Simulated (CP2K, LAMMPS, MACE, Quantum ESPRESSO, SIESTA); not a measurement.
# Ranking relaxed geometries by hand: glassy B2O3 (90 atoms)

The cell holds 90 atoms (36 B and 54 O). Recipe: 90 atoms (36 B, 54 O) placed at random at 1.93 g/cm³, melted at 3000 K for 20 ps at fixed volume with the Buckingham and Coulomb pair potential of Guillot and Sator (Geochim. Cosmochim. Acta 71, 1249 (2007)) with the boron terms of Wang et al. (J. Non-Cryst. Solids 498, 294 (2018)). Quenched from 3000 K to 300 K at 50 K/ps and fixed volume, held 10 ps at zero pressure, then minimised at fixed cell.

Each method relaxed the atoms from this start in the fixed cell; Quantum ESPRESSO 7.5 (PBE; plane waves, SSSP efficiency, 60/480 Ry; k-points Γ) then solved the start and every end.

```
                geometry  free energy (eV)  r.m.s. force (eV/Å)
                   start        -33839.357                0.705
end of MACE MPA-0 medium        -33847.487                0.060
 end of CP2K double zeta        -33846.678                0.128
       end of SIESTA DZP        -33846.548                0.144
```

Task: Find the energy that each relaxation gains per atom at this level, and what share of the best gain each reaches. Compare the gap between best and worst with kT at 300 K (25.9 meV).

Worked:

MACE MPA-0 medium: -33839.357 − (-33847.487) = 8.130 eV, or 90.3 meV an atom; 100 % of the best.

CP2K double zeta: -33839.357 − (-33846.678) = 7.321 eV, or 81.3 meV an atom; 90 % of the best.

SIESTA DZP: -33839.357 − (-33846.548) = 7.191 eV, or 79.9 meV an atom; 88 % of the best.

MACE MPA-0 medium gains most. SIESTA DZP ends 0.939 eV higher for the cell, 10.4 meV an atom, which is 0.40 kT an atom and 36 kT for the cell.

Limits: no end is a minimum of this level; SIESTA DZP stopped short of the threshold.

[Logs are printed without paths, hosts, clocks, repeated set-up lines and the standing remarks that a program may print on its own settings, such as how far it seeks lower states.]

[Hosts, paths, dates, database ids (printed as entryN), source tags and the programs' standing remarks are cut or masked in the printed files.]
